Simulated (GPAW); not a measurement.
A computed O K-edge spectrum of one site in a crystal of Li, O and Ti, with its zero at a photon energy of about 526.1 eV (raw 534.9 eV, less 8.8 eV of added terms; LDA puts this hole about 4 eV below PBE, itself good to a few eV). Method: GPAW, LDA, excited-electron core hole (neutral cell) in a small cell, dipole transitions, broadening that rises with energy.

Energy from the lowest empty level; intensity scaled to a mean of 1 over the first 20 eV:

```csv
E (eV),intensity
-2.0,0.00
-1.5,0.00
-1.0,0.01
-0.5,0.15
0.0,0.91
0.5,1.66
1.0,1.39
1.5,0.63
2.0,0.17
2.5,0.69
3.0,2.21
3.5,2.41
4.0,0.88
4.5,0.46
5.0,0.83
5.5,1.41
6.0,1.51
6.5,0.83
7.0,0.32
7.5,0.35
8.0,0.65
8.5,0.94
9.0,1.16
9.5,1.42
10.0,1.62
10.5,1.58
11.0,1.38
11.5,1.18
12.0,1.03
12.5,0.92
13.0,0.86
13.5,0.87
14.0,0.94
14.5,1.02
15.0,1.04
15.5,0.99
16.0,0.90
16.5,0.81
17.0,0.76
17.5,0.74
18.0,0.73
18.5,0.70
19.0,0.64
19.5,0.55
20.0,0.46
20.5,0.40
21.0,0.38
21.5,0.40
22.0,0.46
22.5,0.53
23.0,0.60
23.5,0.66
24.0,0.70
24.5,0.74
25.0,0.76
25.5,0.77
26.0,0.78
26.5,0.79
27.0,0.79
27.5,0.78
28.0,0.78
28.5,0.79
29.0,0.80
29.5,0.83
30.0,0.85
30.5,0.89
31.0,0.92
31.5,0.97
32.0,1.02
```

Question: What surroundings does the absorber have?

A K edge sees empty p states; the first features are O p mixed into the empty d states of the Ti neighbours, and the broad ones above probably into the cations' higher empty bands. It is atom 5 of LiTi2O4 (Fd-3m), with 3 Ti at 1.98 Å and 1 Li at 2.03 Å (distorted tetrahedral, site symmetry 3m). Its main maxima below 24 eV lie at 0.6 eV (1.67), 3.3 eV (2.67), 5.8 eV (1.58), 10.2 eV (1.63) and 14.9 eV (1.04). A near-edge spectrum doesn't fix the structure by itself; it is matched against candidates. The unit cell's mesh shows no gap over 0.35 eV. That is right for a metallic compound; for a small-gap or correlated insulator it would be the fault of the functional or of the assumed magnetic order, and the hole would be screened too well. The holes are only 5.9 Å apart, so the shape is probably not converged with cell size; no larger cell was run here. The structure is a published determination, not relaxed.

[Banner, clock and machine lines of the logs are left out without a mark of their own.]

[Logs are printed without paths, hosts, clocks, repeated set-up lines and the standing remarks that a program may print on its own settings, such as how far it seeks lower states.]

[Hosts, paths, dates, database ids (printed as entryN), source tags and the programs' standing remarks are cut or masked in the printed files.]

[Lists of maxima count a maximum above −3 eV only where it reaches 4 % of the highest in the window and stands out from its surroundings by 2 % of it (1.5 % where it reaches 55 %); shoulders and weaker maxima are passed over, and of the rest the first, up to two pre-edge ones and the few strongest are named.]
